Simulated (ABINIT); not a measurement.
# AlBiS3 (Pm-3m): from the cell to the phonon bands, part 2 of 6

How does AlBiS3 (Pm-3m) vibrate, and is this structure a minimum?

ABINIT 10.8.3; DFT PBEsol, scalar-relativistic, plane waves, PseudoDojo norm-conserving pseudopotentials.

So far. Step 4 (Relaxation): The volume changes by +0.9 % in this run and stands -2.7 % from the first cell. Step 5 (Self-consistent run for the response): The cell stands at -0.28 GPa: the relaxation ran with a smoothed and higher cutoff, and the difference is a stress of the finite basis. The relaxed cell has a = 4.613 Å (conventional setting).

The structure was built from a prototype and need not be the compound's stable phase.

### Step 6. Linear response at Γ

At q = 0 one unit cell holds all displacements. The response is solved for single atoms along the cell's directions, and symmetry skips those that follow from others. The crystal is treated as a metal, which screens a static field, so no field response is asked.

The input, dfpt_gamma.abi:

```

# common to the responses
getwfk_filepath "gso_WFK"
kptopt 2
nqpt 1
qpt 0.0 0.0 0.0
asr 0
chneut 0

# displacements
rfphon 1
rfatpol 1 5
rfdir 1 1 1
tolvrs 1.0d-10
prtwf 0

# basis, mesh and filling
ecut 29.0
ngkpt 6 6 6
nshiftk 1
shiftk 0.0 0.0 0.0
istwfk *1
occopt 3
tsmear 0.01
nband 26
nstep 100
diemac 1000000.0
prtebands 0
prtgsr 0
useylm 1

# cell and atoms
acell 3*1.0 Angstrom
rprim 
    4.612664403 0.0 0.0
    0.0 4.612664403 0.0
    0.0 0.0 4.612664403
ntypat 3
znucl 83 13 16
natom 5
typat 1 2 3 3 3
xred 
    0.0 0.0 0.0
    0.5 0.5 0.5
    0.5 0.5 0.0
    0.5 0.0 0.5
    0.0 0.5 0.5
pp_dirpath "./pseudo"
pseudos "Bi.upf, Al.upf, S.upf"
```

Command:

```sh
$ OMP_NUM_THREADS=1 mpirun -n 4 abinit dfpt_gamma.abi > dfpt_gamma.log
```

Numbers of over 12 decimals in the logs are rounded to 6 here.

dfpt_gamma.abo, the main output file:

```text
[banners, grids, parts of the stress and lines that vanish by symmetry left out]
- input  file    -> dfpt_gamma.abi
- output file    -> dfpt_gamma.abo
- root for input  files -> dfpt_gammai
- root for output files -> dfpt_gammao

 Symmetries : space group Pm -3 m (#221); Bravais cP (primitive cubic)
================================================================================
 Values of the parameters that define the memory need of the present run (RF).
     intxc =       0      iscf =       7    lmnmax =      18     lnmax =       6
     mgfft =      45  mpssoang =       3    mqgrid =    3001     natom =       5
  nloc_mem =       1    nspden =       1   nspinor =       1    nsppol =       1
      nsym =      48    n1xccc =    2501    ntypat =       3    occopt =       3
   xclevel =       2
-    mband =          26        mffmem =           1         mkmem =          28
-   mkqmem =          28        mk1mem =          28           mpw =        4972
      nfft =       91125          nkpt =         112
- my_mband =          26
================================================================================
================================================================================

--------------------------------------------------------------------------------
------------- Echo of variables that govern the present computation ------------
--------------------------------------------------------------------------------
-
- outvars: echo of selected default values
-   iomode0 =  0 , fftalg0 =312 , wfoptalg0 =  0
-
- outvars: echo of global parameters not present in the input file
-  max_nthreads =    1
-
 -outvars: echo values of preprocessed input variables
 [... echo left out ...]
================================================================================

 chkinp: Checking input parameters for consistency.

[...]
== DATASET  1 ==================================================================
-   mpi_nproc: 4, omp_nthreads: 1 (-1 if OMP is not activated)

--- !DatasetInfo
iteration_state: {dtset: 1, }
dimensions: {natom: 5, nkpt: 112, mband: 26, nsppol: 1, nspinor: 1, nspden: 1, mpw: 4972, }
cutoff_energies: {ecut:  29.0, pawecutdg:  -1.0, }
electrons: {nelect:   3.60000000E+01, charge:   0.00000000E+00, occopt:   3.00000000E+00, tsmear:   1.00000000E-02, }
meta: {optdriver: 1, rfphon: 1, }
...

 mkfilename: getwfk from: gso_WFK

 Real(R)+Recip(G) space primitive vectors, cartesian coordinates (Bohr,Bohr^-1):
 R(1)=  8.7166724  0.0000000  0.0000000  G(1)=  0.1147227  0.0000000  0.0000000
 R(2)=  0.0000000  8.7166724  0.0000000  G(2)=  0.0000000  0.1147227  0.0000000
 R(3)=  0.0000000  0.0000000  8.7166724  G(3)=  0.0000000  0.0000000  0.1147227
 Unit cell volume ucvol=  6.6229607E+02 bohr^3
 Angles (23,13,12)=  9.00000000E+01  9.00000000E+01  9.00000000E+01 degrees
 setup1 : take into account q-point for computing boxcut.

 getcut: wavevector=  0.0000  0.0000  0.0000  ngfft=  45  45  45
         ecut(hartree)=     29.000   => boxcut(ratio)=   2.08227

--- Pseudopotential description ------------------------------------------------
- pspini: atom type   1  psp file is ./pseudo/Bi.upf

- pspini: atom type   2  psp file is ./pseudo/Al.upf

- pspini: atom type   3  psp file is ./pseudo/S.upf

   2.51067929E+03                                ecore*ucvol(ha*bohr**3)
--------------------------------------------------------------------------------

 ==>  initialize data related to q vector <==

 The list of irreducible perturbations for this q vector is:
    1)    idir= 1    ipert=   1
    2)    idir= 1    ipert=   2
    3)    idir= 1    ipert=   3
    4)    idir= 3    ipert=   3

[...]
The perturbation idir=   2  ipert=   1 is
 symmetric of a previously calculated perturbation.
 So, its SCF calculation is not needed.

 The perturbation idir=   3  ipert=   1 is
 symmetric of a previously calculated perturbation.
 So, its SCF calculation is not needed.

 The perturbation idir=   2  ipert=   2 is
 symmetric of a previously calculated perturbation.
 So, its SCF calculation is not needed.

 The perturbation idir=   3  ipert=   2 is
 symmetric of a previously calculated perturbation.
 So, its SCF calculation is not needed.

[...]
The perturbation idir=   2  ipert=   5 is
 symmetric of a previously calculated perturbation.
 So, its SCF calculation is not needed.

 The perturbation idir=   3  ipert=   5 is
 symmetric of a previously calculated perturbation.
 So, its SCF calculation is not needed.

--------------------------------------------------------------------------------
 Perturbation wavevector (in red.coord.)   0.000000  0.000000  0.000000
 Perturbation : displacement of atom   1   along direction   1
 Found     8 symmetries that leave the perturbation invariant.

[...]
dfpt_looppert : total number of electrons, from k and k+q
  fully or partially occupied states are    3.600000E+01 and    3.600000E+01.
 Initialisation of the first-order wave-functions :
  ireadwf=   0

--- !BeginCycle
iteration_state: {dtset: 1, }
solver: {iscf: 7, nstep: 100, nline: 4, wfoptalg: 0, }
tolerances: {tolvrs: 1.00E-10, }
...

     iter   2DEtotal(Ha)        deltaE(Ha) residm    vres2
-ETOT  1   1.019035     -1.846E+04 2.774E+01 3.582E+02
 ETOT  2  -2.436311     -3.455E+00 2.647E-01 1.964E+02
 ETOT  3  -2.521684     -8.537E-02 2.929E-02 4.750E+00
 ETOT  4  -2.522360     -6.756E-04 3.233E-02 1.301E+00
 ETOT  5  -2.522875     -5.155E-04 5.459E-03 4.367E-03
[...]
At SCF step   11       vres2   =  8.23E-11 < tolvrs=  1.00E-10 =>converged.
[...]
Mean square residual over all n,k,spin=   76.627E-08; max=  71.980E-05

 Thirteen components of 2nd-order total energy (hartree) are
 1,2,3: 0th-order hamiltonian combined with 1st-order wavefunctions
     kin0=   2.18097113E+04 eigvalue=   2.42236883E+03  local=  -1.24136484E+04
 4,5,6: 1st-order hamiltonian combined with 1st and 0th-order wfs
 loc psp =  -5.46565555E+03  Hartree=   1.73319982E+03     xc=  -2.76453979E+02
 note that "loc psp" includes a xc core correction that could be resolved
 7,8,9: eventually, occupation + non-local contributions
    edocc=   2.48223059E+01     enl0=   5.16205826E+03   enl1=  -3.14584607E+04
 1-9 gives the relaxation energy (to be shifted if some occ is /=2.0)
   erelax=  -1.84620581E+04
 10,11,12 Non-relaxation  contributions : frozen-wavefunctions and Ewald
 fr.local=   2.46008144E+03 fr.nonlo=   1.57188711E+04  Ewald=   1.51373007E+02
 13,14 Frozen wf xc core corrections (1) and (2)
 frxc 1  =  -6.29608368E+02  frxc 2 =   7.58818058E+02
 Resulting in :
 2DEtotal=   -0.2522876397E+01 Ha. Also 2DEtotal=   -0.686509640844E+02 eV
    (2DErelax=   -1.8462058106E+04 Ha. 2DEnonrelax=    1.8459535229E+04 Ha)
    (  non-var. 2DEtotal :   -2.5228758511E+00 Ha)

[...]
Perturbation wavevector (in red.coord.)   0.000000  0.000000  0.000000
 Perturbation : displacement of atom   2   along direction   1
 Found     8 symmetries that leave the perturbation invariant.

[...]
dfpt_looppert : total number of electrons, from k and k+q
  fully or partially occupied states are    3.600000E+01 and    3.600000E+01.
 Initialisation of the first-order wave-functions :
  ireadwf=   0

--- !BeginCycle
iteration_state: {dtset: 1, }
solver: {iscf: 7, nstep: 100, nline: 4, wfoptalg: 0, }
tolerances: {tolvrs: 1.00E-10, }
...

     iter   2DEtotal(Ha)        deltaE(Ha) residm    vres2
-ETOT  1   8.433118     -4.882E+01 6.259E-01 6.078E+03
[...]
At SCF step   12       vres2   =  2.06E-11 < tolvrs=  1.00E-10 =>converged.
[...]
Mean square residual over all n,k,spin=   30.579E-09; max=  27.802E-06

 Thirteen components of 2nd-order total energy (hartree) are
 1,2,3: 0th-order hamiltonian combined with 1st-order wavefunctions
     kin0=   4.25117077E+01 eigvalue=  -1.23374174E+00  local=  -2.64030254E+01
 4,5,6: 1st-order hamiltonian combined with 1st and 0th-order wfs
 loc psp =  -2.62807520E+01  Hartree=   1.31102222E+01     xc=  -2.91504551E+00
 note that "loc psp" includes a xc core correction that could be resolved
 7,8,9: eventually, occupation + non-local contributions
    edocc=   2.96536176E+00     enl0=   2.26958938E+01   enl1=  -7.51819936E+01
 1-9 gives the relaxation energy (to be shifted if some occ is /=2.0)
   erelax=  -5.07313727E+01
 10,11,12 Non-relaxation  contributions : frozen-wavefunctions and Ewald
 fr.local=  -4.64815863E+01 fr.nonlo=   5.81453012E+01  Ewald=   4.75743735E+01
 13,14 Frozen wf xc core corrections (1) and (2)
 frxc 1  =  -6.20069446E+00  frxc 2 =   4.22071562E+00
 Resulting in :
 2DEtotal=    0.6526736818E+01 Ha. Also 2DEtotal=    0.177601556487E+03 eV
    (2DErelax=   -5.0731372735E+01 Ha. 2DEnonrelax=    5.7258109553E+01 Ha)
    (  non-var. 2DEtotal :    6.5267367364E+00 Ha)

[...]
Perturbation wavevector (in red.coord.)   0.000000  0.000000  0.000000
 Perturbation : displacement of atom   3   along direction   1
 Found     4 symmetries that leave the perturbation invariant.

[...]
dfpt_looppert : total number of electrons, from k and k+q
  fully or partially occupied states are    3.600000E+01 and    3.600000E+01.
 Initialisation of the first-order wave-functions :
  ireadwf=   0

--- !BeginCycle
iteration_state: {dtset: 1, }
solver: {iscf: 7, nstep: 100, nline: 4, wfoptalg: 0, }
tolerances: {tolvrs: 1.00E-10, }
...

     iter   2DEtotal(Ha)        deltaE(Ha) residm    vres2
-ETOT  1 -0.199307     -5.386E+02 3.237E+00 1.451E+03
[...]
At SCF step   12       vres2   =  4.94E-12 < tolvrs=  1.00E-10 =>converged.
[...]
Mean square residual over all n,k,spin=   15.881E-07; max=  21.580E-04

 Thirteen components of 2nd-order total energy (hartree) are
 1,2,3: 0th-order hamiltonian combined with 1st-order wavefunctions
     kin0=   4.76997539E+02 eigvalue=  -1.64183538E+01  local=  -3.32562632E+02
 4,5,6: 1st-order hamiltonian combined with 1st and 0th-order wfs
 loc psp =  -4.11700519E+02  Hartree=   1.51099007E+02     xc=  -4.18949401E+01
 note that "loc psp" includes a xc core correction that could be resolved
 7,8,9: eventually, occupation + non-local contributions
    edocc=   2.51439399E+01     enl0=   2.77024073E+02   enl1=  -6.67076749E+02
 1-9 gives the relaxation energy (to be shifted if some occ is /=2.0)
   erelax=  -5.39388634E+02
 10,11,12 Non-relaxation  contributions : frozen-wavefunctions and Ewald
 fr.local=   1.33779684E+02 fr.nonlo=   3.34902255E+02  Ewald=   8.22874349E+01
 13,14 Frozen wf xc core corrections (1) and (2)
 frxc 1  =  -6.51699902E+01  frxc 2 =   5.25823749E+01
 Resulting in :
 2DEtotal=   -0.1006876067E+01 Ha. Also 2DEtotal=   -0.273984935543E+02 eV
    (2DErelax=   -5.3938863378E+02 Ha. 2DEnonrelax=    5.3838175772E+02 Ha)
    (  non-var. 2DEtotal :   -1.0068761890E+00 Ha)

[...]
Perturbation wavevector (in red.coord.)   0.000000  0.000000  0.000000
 Perturbation : displacement of atom   3   along direction   3
 Found     8 symmetries that leave the perturbation invariant.

--------------------------------------------------------------------------------

--------------------------------------------------------------------------------

 dfpt_looppert : total number of electrons, from k and k+q
  fully or partially occupied states are    3.600000E+01 and    3.600000E+01.
 Initialisation of the first-order wave-functions :
  ireadwf=   0

--- !BeginCycle
iteration_state: {dtset: 1, }
solver: {iscf: 7, nstep: 100, nline: 4, wfoptalg: 0, }
tolerances: {tolvrs: 1.00E-10, }
...

     iter   2DEtotal(Ha)        deltaE(Ha) residm    vres2
-ETOT  1   14.917633352738     -5.623E+02 7.113E+00 7.660E+03
[...]
ETOT 11   11.889734573424      4.547E-13 2.557E-03 8.301E-10
 ETOT 12   11.889734573442      1.842E-11 8.093E-04 3.665E-11

 At SCF step   12       vres2   =  3.66E-11 < tolvrs=  1.00E-10 =>converged.
[...]
Mean square residual over all n,k,spin=   85.011E-08; max=  80.932E-05

 Thirteen components of 2nd-order total energy (hartree) are
 1,2,3: 0th-order hamiltonian combined with 1st-order wavefunctions
     kin0=   4.67363401E+02 eigvalue=  -9.28119816E+00  local=  -3.19797042E+02
 4,5,6: 1st-order hamiltonian combined with 1st and 0th-order wfs
 loc psp =  -4.09293705E+02  Hartree=   1.64842629E+02     xc=  -4.17265161E+01
 note that "loc psp" includes a xc core correction that could be resolved
 7,8,9: eventually, occupation + non-local contributions
    edocc=   4.15738384E+01     enl0=   2.62351522E+02   enl1=  -7.21359564E+02
 1-9 gives the relaxation energy (to be shifted if some occ is /=2.0)
   erelax=  -5.65326634E+02
 10,11,12 Non-relaxation  contributions : frozen-wavefunctions and Ewald
 fr.local=   1.24429416E+02 fr.nonlo=   3.72078429E+02  Ewald=   9.49217130E+01
 13,14 Frozen wf xc core corrections (1) and (2)
 frxc 1  =  -6.46066946E+01  frxc 2 =   5.03935054E+01
 Resulting in :
 2DEtotal=    0.1188973457E+02 Ha. Also 2DEtotal=    0.323536159840E+03 eV
    (2DErelax=   -5.6532663367E+02 Ha. 2DEnonrelax=    5.7721636825E+02 Ha)
    (  non-var. 2DEtotal :    1.1889734211E+01 Ha)

[...]
---- first-order wavefunction calculations are completed ----

 ==> Compute Derivative Database <==

 [... matrices left out ...]
  Phonon wavevector (reduced coordinates) :  0.00000  0.00000  0.00000
 Phonon energies in Hartree :
  -6.215680E-04 -6.215680E-04 -6.215680E-04 -5.445537E-04 -5.445537E-04
  -5.445537E-04 -1.191364E-05 -1.191364E-05 -1.191364E-05  4.736385E-04
   4.736385E-04  4.736385E-04  2.083679E-03  2.083679E-03  2.083679E-03
 Phonon frequencies in cm-1    :
- -1.364184E+02 -1.364184E+02 -1.364184E+02 -1.195157E+02 -1.195157E+02
- -1.195157E+02 -2.614741E+00 -2.614741E+00 -2.614741E+00  1.039516E+02
-  1.039516E+02  1.039516E+02  4.573146E+02  4.573146E+02  4.573146E+02

== END DATASET(S) ==============================================================
================================================================================

 -outvars: echo values of variables after computation
            acell      1.8897261259E+00  1.8897261259E+00  1.8897261259E+00 Bohr
           etotal      1.1889734573E+01
            fcart      0.0000000000E+00  0.0000000000E+00  0.0000000000E+00
           strten      0.0000000000E+00  0.0000000000E+00  0.0000000000E+00
================================================================================
```

The job ended after 5.3 min (4 MPI ranks of Arm Neoverse V1, shared host; 21 min of CPU time).

This step gave:

```
largest acoustic frequency at the zone centre before the sum rule : -2.61 cm⁻¹
highest optical zone-centre mode (no LO-TO term)                  : 457.3 cm⁻¹
lowest optical zone-centre mode                                   : -136.4 cm⁻¹
```

The acoustic modes at Γ come out as far as 2.6 cm⁻¹ from zero, where they should vanish, a small numerical error. The lowest optical mode is imaginary, 136i cm⁻¹, an instability at this level and on this k mesh.

(Part 2 of 6 ends here.)

[Host names and launcher messages were left out of these logs when they were recorded.]

[Logs are printed without paths, hosts, clocks, repeated set-up lines and the standing remarks that a program may print on its own settings, such as how far it seeks lower states.]

[Hosts, paths, dates, database ids (printed as entryN), source tags and the programs' standing remarks are cut or masked in the printed files.]
